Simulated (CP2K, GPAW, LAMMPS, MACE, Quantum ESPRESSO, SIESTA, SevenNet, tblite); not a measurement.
## Quantum ESPRESSO on glassy 79SiO2-12Al2O3-4SrO-4ZnO (mol %) (76 atoms): settings compared

How far do other settings of Quantum ESPRESSO move the forces in glassy 79SiO2-12Al2O3-4SrO-4ZnO (mol %) (76 atoms)? One run of the same program serves as the yardstick.

Calculated with Quantum ESPRESSO 7.5; the method is named at each step.

### 1. The structure

The cell holds 76 atoms: 19 Si, 6 Al, 1 Sr, 1 Zn and 49 O. Its edges and angles: a = 10.013 Å, b = 10.013 Å, c = 10.013 Å, α = 90.0°, β = 90.0°, γ = 90.0°. 76 atoms (19 Si, 6 Al, 1 Sr, 1 Zn, 49 O) placed at random at 2.51 g/cm³, melted at 4000 K for 10 ps at fixed volume with the Morse and Coulomb pair potential with partial charges (Pedone, Malavasi, Menziani, Cormack and Segre, J. Phys. Chem. B 110, 11780 (2006)). Quenched from 4000 K to 300 K at 10 K/ps and fixed volume, held 10 ps at zero pressure.

The yardstick, on the same geometry:

| Item | Value |
| --- | --- |
| method | Kohn-Sham DFT, PBE, SSSP efficiency 1.3.0 pseudopotentials, plane waves (Quantum ESPRESSO 7.5); sssp-pbe-1.3.0-efficiency, cutoffs 60/480 Ry, Γ point |
| r.m.s. force component | 1.477 eV/Å |
| longest force | 7.011 eV/Å |
| pressure | 8.478 GPa |
| gap (highest filled to lowest empty level) | 3.902 eV |
| time | 1.9 min on 4 MPI ranks of Arm Neoverse V2, shared host |
| CPU time | 7.6 min |

### 2. PBE, sssp-1.3.0-efficiency, 25/200 Ry

Method: Kohn-Sham DFT, PBE, SSSP efficiency 1.3.0 pseudopotentials, plane waves.

Input file pw.in:

```
&control
  calculation = 'scf'
  pseudo_dir = './pseudo'
  outdir = './tmp'
  disk_io = 'none'
  tprnfor = .true.
  tstress = .true.
/
&system
  ibrav = 0
  nat = 76
  ntyp = 5
  ecutwfc = 25
  ecutrho = 200
  nosym = .true.
  occupations = 'smearing'
  smearing = 'fd'
  degauss = 0.003675
/
&electrons
  conv_thr = 3.8e-07
  electron_maxstep = 100
  mixing_beta = 0.4
  mixing_mode = 'plain'
  diagonalization = 'david'
/
ATOMIC_SPECIES
Si 28.085 Si.upf
Al 26.982 Al.upf
Sr 87.620 Sr.upf
Zn 65.380 Zn.upf
O 15.999 O.upf
CELL_PARAMETERS angstrom
10.01332 0.00000 0.00000
0.00000 10.01332 0.00000
0.00000 0.00000 10.01332
ATOMIC_POSITIONS crystal
Si 0.29777 0.78359 0.39427
Si 0.04822 0.85620 0.02194
Si 0.07006 0.54744 0.94060
Si 0.79510 0.90619 0.45832
Si 0.26144 0.75771 0.69379
Si 0.72441 0.16733 0.08510
Si 0.64085 0.31560 0.36186
Si 0.00436 0.69007 0.38511
Si 0.77592 0.87374 0.15216
Si 0.01429 0.28931 0.13687
Si 0.33169 0.91592 0.96057
Si 0.70890 0.46243 0.61455
Si 0.35434 0.48572 0.02644
Si 0.28608 0.07504 0.38230
Si 0.39790 0.47445 0.62403
Si 0.40510 0.51374 0.32631
Si 0.93765 0.98230 0.77439
Si 0.00662 0.11906 0.51988
Si 0.56813 0.72658 0.97874
Al 0.71894 0.75870 0.70203
Al 0.46640 0.18004 0.60422
Al 0.30121 0.19032 0.09232
Al 0.69338 0.19171 0.79920
Al 0.95696 0.40171 0.44569
Al 0.97507 0.62617 0.66673
Sr 0.76436 0.51749 0.12275
Zn 0.44144 0.22071 0.86614
O 0.91658 0.63580 0.26757
O 0.35598 0.07142 0.97097
O 0.87556 0.22602 0.08479
O 0.71165 0.01933 0.09486
O 0.61300 0.72661 0.82835
O 0.78372 0.59885 0.64647
O 0.75990 0.40177 0.46447
O 0.63508 0.23187 0.97120
O 0.33729 0.11300 0.52326
O 0.20626 0.88141 0.05652
O 0.02544 0.03692 0.65793
O 0.34080 0.45790 0.46037
O 0.00385 0.56098 0.50369
O 0.32466 0.48588 0.18943
O 0.46846 0.84200 0.00578
O 0.02168 0.95252 0.90600
O 0.98629 0.34783 0.28372
O 0.99949 0.27303 0.54298
O 0.55111 0.12574 0.73480
O 0.04415 0.70058 0.98532
O 0.31782 0.92490 0.33200
O 0.39841 0.32863 0.68834
O 0.55035 0.51651 0.59997
O 0.56719 0.24070 0.47220
O 0.12611 0.09329 0.41239
O 0.93451 0.88216 0.12837
O 0.41021 0.67918 0.34247
O 0.74547 0.88306 0.30780
O 0.69018 0.86210 0.56862
[... 16 atom lines left out ...]
O 0.28882 0.84246 0.82172
O 0.33779 0.16402 0.26157
O 0.36743 0.33261 0.00390
O 0.31459 0.80418 0.55543
K_POINTS gamma
```

Command:

```
> OMP_NUM_THREADS=1 mpirun -np 2 pw.x -in pw.in > output.txt
```

The log of the run:

```text
Program PWSCF
     gamma-point specific algorithms are used
     Parallelization info
     sticks:   dense  smooth     PW     G-vecs:    dense   smooth      PW
     Min        2855    1430    358               161802    57210    7121
     Max        2858    1431    359               161803    57215    7122
     Sum        5713    2861    717               323605   114425   14243
     bravais-lattice index     =            0
     lattice parameter (alat)  =      18.9224  a.u.
     unit-cell volume          =    6775.3368 (a.u.)^3
     number of atoms/cell      =           76
     number of atomic types    =            5
     number of electrons       =       418.00
     number of Kohn-Sham states=          251
     kinetic-energy cutoff     =      25.0000  Ry
     charge density cutoff     =     200.0000  Ry
     scf convergence threshold =      3.8E-07
     mixing beta               =       0.4000
     number of iterations used =            8  plain     mixing
     Exchange-correlation= SLA  PW   PBX  PBC
                           (   1   4   3   4   0   0   0)
     crystal axes: (cart. coord. in units of alat)
               a(1) = (   1.000000   0.000000   0.000000 )
               a(2) = (   0.000000   1.000000   0.000000 )
               a(3) = (   0.000000   0.000000   1.000000 )
     reciprocal axes: (cart. coord. in units 2 pi/alat)
               b(1) = (  1.000000  0.000000  0.000000 )
               b(2) = (  0.000000  1.000000  0.000000 )
               b(3) = (  0.000000  0.000000  1.000000 )
     PseudoPot. # 1 for Si:
     Pseudo is Ultrasoft + core correction, Zval =  4.0
     PseudoPot. # 2 for Al:
     Pseudo is Projector augmented-wave + core cor, Zval =  3.0
     PseudoPot. # 3 for Sr:
     Pseudo is Ultrasoft + core correction, Zval = 10.0
     PseudoPot. # 4 for Zn:
     Pseudo is Ultrasoft, Zval = 20.0
     PseudoPot. # 5 for O :
     Pseudo is Projector augmented-wave + core cor, Zval =  6.0
     atomic species   valence    mass     pseudopotential
     Si                4.00    28.08500     Si( 1.00)
     Al                3.00    26.98200     Al( 1.00)
     Sr               10.00    87.62000     Sr( 1.00)
     Zn               20.00    65.38000     Zn( 1.00)
     O                 6.00    15.99900     O ( 1.00)
     No symmetry found
   Cartesian axes
     number of k points=     1  Fermi-Dirac smearing, width (Ry)=  0.0037
                       cart. coord. in units 2pi/alat
        k(    1) = (   0.0000000   0.0000000   0.0000000), wk =   2.0000000
     Dense  grid:   161803 G-vectors     FFT dimensions: (  90,  90,  90)
     Smooth grid:    57213 G-vectors     FFT dimensions: (  64,  64,  64)
     Check: negative core charge=   -0.000017
     Initial potential from superposition of free atoms
     starting charge     417.9418, renormalised to     418.0000
     negative rho (up, down):  6.371E-02 0.000E+00
     Starting wfcs are  322 randomized atomic wfcs
     Self-consistent Calculation
     iteration #  1     ecut=    25.00 Ry     beta= 0.40
     negative rho (up, down):  6.443E-02 0.000E+00
     total energy              =   -3021.30359801 Ry
     estimated scf accuracy    <      13.98331057 Ry
     iteration #  2     ecut=    25.00 Ry     beta= 0.40
     negative rho (up, down):  6.531E-02 0.000E+00
     total energy              =   -3023.71937189 Ry
     estimated scf accuracy    <       0.91422425 Ry
     iteration #  3     ecut=    25.00 Ry     beta= 0.40
     negative rho (up, down):  6.655E-02 0.000E+00
     total energy              =   -3023.68822392 Ry
     estimated scf accuracy    <       0.28375162 Ry
     iteration #  4     ecut=    25.00 Ry     beta= 0.40
     negative rho (up, down):  6.673E-02 0.000E+00
     total energy              =   -3023.70249908 Ry
     estimated scf accuracy    <       0.00899047 Ry
     iteration #  5     ecut=    25.00 Ry     beta= 0.40
     negative rho (up, down):  6.676E-02 0.000E+00
     total energy              =   -3023.70269330 Ry
     estimated scf accuracy    <       0.00171128 Ry
     iteration #  6     ecut=    25.00 Ry     beta= 0.40
     negative rho (up, down):  6.675E-02 0.000E+00
     total energy              =   -3023.70311982 Ry
     estimated scf accuracy    <       0.00029108 Ry
     iteration #  7     ecut=    25.00 Ry     beta= 0.40
     negative rho (up, down):  6.674E-02 0.000E+00
     total energy              =   -3023.70318267 Ry
     estimated scf accuracy    <       0.00001572 Ry
     iteration #  8     ecut=    25.00 Ry     beta= 0.40
     negative rho (up, down):  6.674E-02 0.000E+00
     total energy              =   -3023.70318880 Ry
     estimated scf accuracy    <       0.00000238 Ry
     iteration #  9     ecut=    25.00 Ry     beta= 0.40
     negative rho (up, down):  6.673E-02 0.000E+00
     End of self-consistent calculation
          k = 0.0000 0.0000 0.0000 (  7122 PWs)   bands (ev):
  -121.7586 -75.6800 -75.5905 -75.5360 -30.6070 -17.8510 -17.3340 -17.2519
   -17.1390 -17.0561 -16.9324 -16.7881 -16.5974 -16.4505 -16.3937 -16.3512
   -16.3062 -16.2565 -16.1918 -16.1295 -16.0090 -15.9884 -15.9006 -15.8453
   -15.7736 -15.6409 -15.6359 -15.5535 -15.4684 -15.4063 -15.3065 -15.2033
   -15.1786 -15.1276 -15.0776 -15.0547 -15.0288 -14.9680 -14.8926 -14.8500
   -14.8109 -14.7658 -14.7334 -14.6015 -14.5736 -14.5094 -14.3612 -14.3489
   -14.2267 -13.9592 -13.8252 -13.7989 -13.5791 -13.4429 -12.6701 -12.5479
   -12.1650  -6.7647  -6.1625  -6.1176  -5.8432  -5.4454  -5.3828  -5.2813
    -5.0930  -4.9632  -4.6328  -4.5610  -4.3516  -4.1605  -4.1401  -3.9961
    -3.9068  -3.7817  -3.5657  -3.5418  -3.4005  -3.3115  -3.2296  -3.1043
    -3.0751  -2.9918  -2.9304  -2.9142  -2.8523  -2.7442  -2.7003  -2.6163
    -2.5804  -2.5309  -2.4382  -2.4138  -2.3684  -2.2981  -2.2526  -2.1884
[...]
3.5293   7.2116   8.3331   8.7241   9.1100   9.2238   9.4591   9.5629
     9.6456   9.8446   9.9761  10.0993  10.2321  10.2327  10.3594  10.4735
    10.6650  10.7237  10.8273  10.9201  11.0205  11.0444  11.2167  11.2750
    11.3483  11.4219  11.4827  11.5625  11.6778  11.7335  11.7556  11.7948
    11.8781  11.9017  11.9965  12.0849  12.0975  12.1170  12.2151  12.2573
    12.3730  12.4569  12.4827
     the Fermi energy is     5.5867 ev
!    total energy              =   -3023.70318978 Ry
     estimated scf accuracy    <       0.00000032 Ry
     smearing contrib. (-TS)   =      -0.00000000 Ry
     internal energy E=F+TS    =   -3023.70318978 Ry
     The total energy is F=E-TS. E is the sum of the following terms:
     one-electron contribution =   -1563.70636096 Ry
     hartree contribution      =    1001.06286738 Ry
     xc contribution           =    -566.48948355 Ry
     ewald contribution        =   -1220.22854881 Ry
     one-center paw contrib.   =    -674.34166385 Ry
     convergence has been achieved in   9 iterations
     negative rho (up, down):  6.673E-02 0.000E+00
     Forces acting on atoms (cartesian axes, Ry/au):
     atom    1 type  1   force =    -0.00343447   -0.05595743    0.05500797
     atom    2 type  1   force =     0.08946881   -0.08525590    0.01897786
     atom    3 type  1   force =    -0.00038509   -0.00224140    0.01056944
     atom    4 type  1   force =     0.06344969   -0.00765464    0.00990809
     atom    5 type  1   force =    -0.09864036   -0.16912807   -0.02657043
     atom    6 type  1   force =     0.06416983    0.19234753    0.05174025
     atom    7 type  1   force =    -0.02148833    0.07590003   -0.00831016
     atom    8 type  1   force =    -0.19859734   -0.06359601    0.03245740
     atom    9 type  1   force =    -0.02590511    0.05307878    0.00253633
     atom   10 type  1   force =    -0.04808164    0.11589488   -0.00853600
     atom   11 type  1   force =    -0.03485827   -0.10191893    0.00220621
     atom   12 type  1   force =    -0.13430473   -0.00913658   -0.03593762
[...]
atom   72 type  5   force =     0.05324810   -0.01899543   -0.00027320
     atom   73 type  5   force =     0.04340297    0.06794456    0.04115327
     atom   74 type  5   force =     0.04433616    0.03185793   -0.05701716
     atom   75 type  5   force =     0.03105669   -0.12806734   -0.03118680
     atom   76 type  5   force =     0.04625059    0.05575447   -0.07396709
     Total force =     0.865279     Total SCF correction =     0.001424
     Computing stress (Cartesian axis) and pressure
     negative rho (up, down):  6.673E-02 0.000E+00
          total   stress  (Ry/bohr**3)                   (kbar)     P=     -849.81
  -0.00572907  -0.00004598   0.00000339         -842.78       -6.76        0.50
  -0.00004598  -0.00587394  -0.00013385           -6.76     -864.09      -19.69
   0.00000339  -0.00013385  -0.00572758            0.50      -19.69     -842.56
     Message from routine punch:
     Nothing written, as per user request (disk_io='none')
```

Wall time 53 s (2 MPI ranks of Arm Neoverse V2, shared host); peak memory 0.86 GiB; 1.8 min of CPU time.

Banners, paths, timers and routine set-up lines are dropped from the logs unmarked, and long logs keep their key lines alone; longer cuts are marked.

Numbers from this run, and their distance from the reference:

| Property | Result |
| --- | --- |
| r.m.s. force component | 1.473 eV/Å |
| r.m.s. difference of force components | 93.8 meV/Å |
| longest difference of force vectors | 399 meV/Å |
| force difference over r.m.s. force | 6.353 % |
| slope of forces against the reference's | 0.9958 |
| correlation of force components | 0.998 |
| gap (highest filled to lowest empty level) | 3.682 eV |
| gap difference | -0.22 eV |
| pressure | -84.98 GPa |
| pressure difference | -93.46 GPa |
| energy less the same-level run's | 2016 meV/atom |
| r.m.s. force difference from the same-level run | 93.8 meV/Å |

This is a coarse setting, run to see what it loses.

Length of the force difference by element (eV/Å):

```
element  atoms   mean   most
     Al      6  0.070   0.11
      O     49   0.18   0.40
     Si     19  0.064   0.14
     Sr      1  0.010  0.010
     Zn      1  0.088  0.088
```

Levels nearest the highest filled one (eV from it): -0.89, -0.82, -0.70, -0.69, -0.61, -0.40, -0.37, -0.30, -0.24, -0.16, -0.08, 0.00, 3.68, 4.80, 5.19, 5.58, 5.69, 5.93, 6.03, 6.12, 6.32, 6.45, 6.57, 6.70.

A closer look about Si2, picked at random: 11 atoms, nearest first, numbered in the order of the input, with positions taken from that point.

```
atom      x      y      z  distance (Å)  bonds     Fx     Fy  Fz (eV/Å)
 Si2   0.00   0.00   0.00          0.00      4   2.30  -2.19       0.49
 O43  -0.27   0.96  -1.16          1.53      2   0.34   2.31      -1.89
 O53  -1.14   0.26   1.07          1.58      2  -0.97   0.28       1.21
 O47  -0.04  -1.56  -0.37          1.60      2  -1.00  -0.64       0.20
 O37   1.58   0.25   0.35          1.64      2  -0.09   0.22       1.16
Si11   2.84   0.60  -0.61          2.97      4  -0.90  -2.62       0.06
Si17  -1.11   1.26  -2.48          2.99      4  -3.33  -2.71       0.92
 Si9  -2.73   0.18   1.30          3.03      4  -0.67   1.36       0.07
 O73   2.41  -0.14  -2.00          3.14      2   1.12   1.75       1.06
 Si3   0.22  -3.09  -0.81          3.20      4  -0.01  -0.06       0.27
 O59  -1.84  -0.29  -2.71          3.29      2   2.36   1.29       0.79
```

Forces lie 6.4 % from the reference's, at 0.23 times its CPU time (on 2 against 4 cores).

Within one program, basis, potentials and functional, energies share a zero. Each run against its twin at the usual cutoff or grid and solver:

```
                                     run                              twin  Δ energy (meV/atom)  Δ force, r.m.s. (meV/Å)         CPU time over the twin's
QE PBE, sssp-1.3.0-efficiency, 25/200 Ry  sssp-1.3.0-efficiency, 60/480 Ry                 2016                     93.8  0.23 (this twin ran on 4 cores)
```

### 3. Summary of results

```yaml
force_difference_from_the_reference: QE PBE, sssp-1.3.0-efficiency, 25/200 Ry (coarse), 6.4 %
its_cpu_time: 1.8 min
```

**Reading.** Runs with settings chosen to be coarse differ by 6.4 % (QE PBE, sssp-1.3.0-efficiency, 25/200 Ry). One electronic-structure run takes under half the reference's CPU time: QE PBE, sssp-1.3.0-efficiency, 25/200 Ry, at 6.4 % in 1.8 min against 7.6 min; its pressure misses by -93.5 GPa. At the same functional, the gap of QE PBE, sssp-1.3.0-efficiency, 25/200 Ry lies 0.22 eV below the reference's 3.90 eV. In pressure, QE PBE, sssp-1.3.0-efficiency, 25/200 Ry misses by -93.5 GPa, at the same functional; a cutoff this low leaves a large Pulay stress. The reference's pressure holds the uncorrected Pulay stress of its 60 Ry basis, so small pressure differences, and their order, may be the reference's own error. The quench rate of 10 K/ps is many orders above laboratory rates, so the cell is likely richer in defects and strain than a real sample. The network of bonds at the start is that of the classical potential that made the cell, and needn't be the one that DFT or experiment would give. The electronic-structure runs sample only Γ, in a cell whose shortest periodic width is 10 Å.

[Also dropped from logs without a mark: logging warnings of Python, and SIESTA's first energy breakdown and zero terms.]

[Logs are printed without paths, hosts, clocks, repeated set-up lines and the standing remarks that a program may print on its own settings, such as how far it seeks lower states.]

[Hosts, paths, dates, database ids (printed as entryN), source tags and the programs' standing remarks are cut or masked in the printed files.]
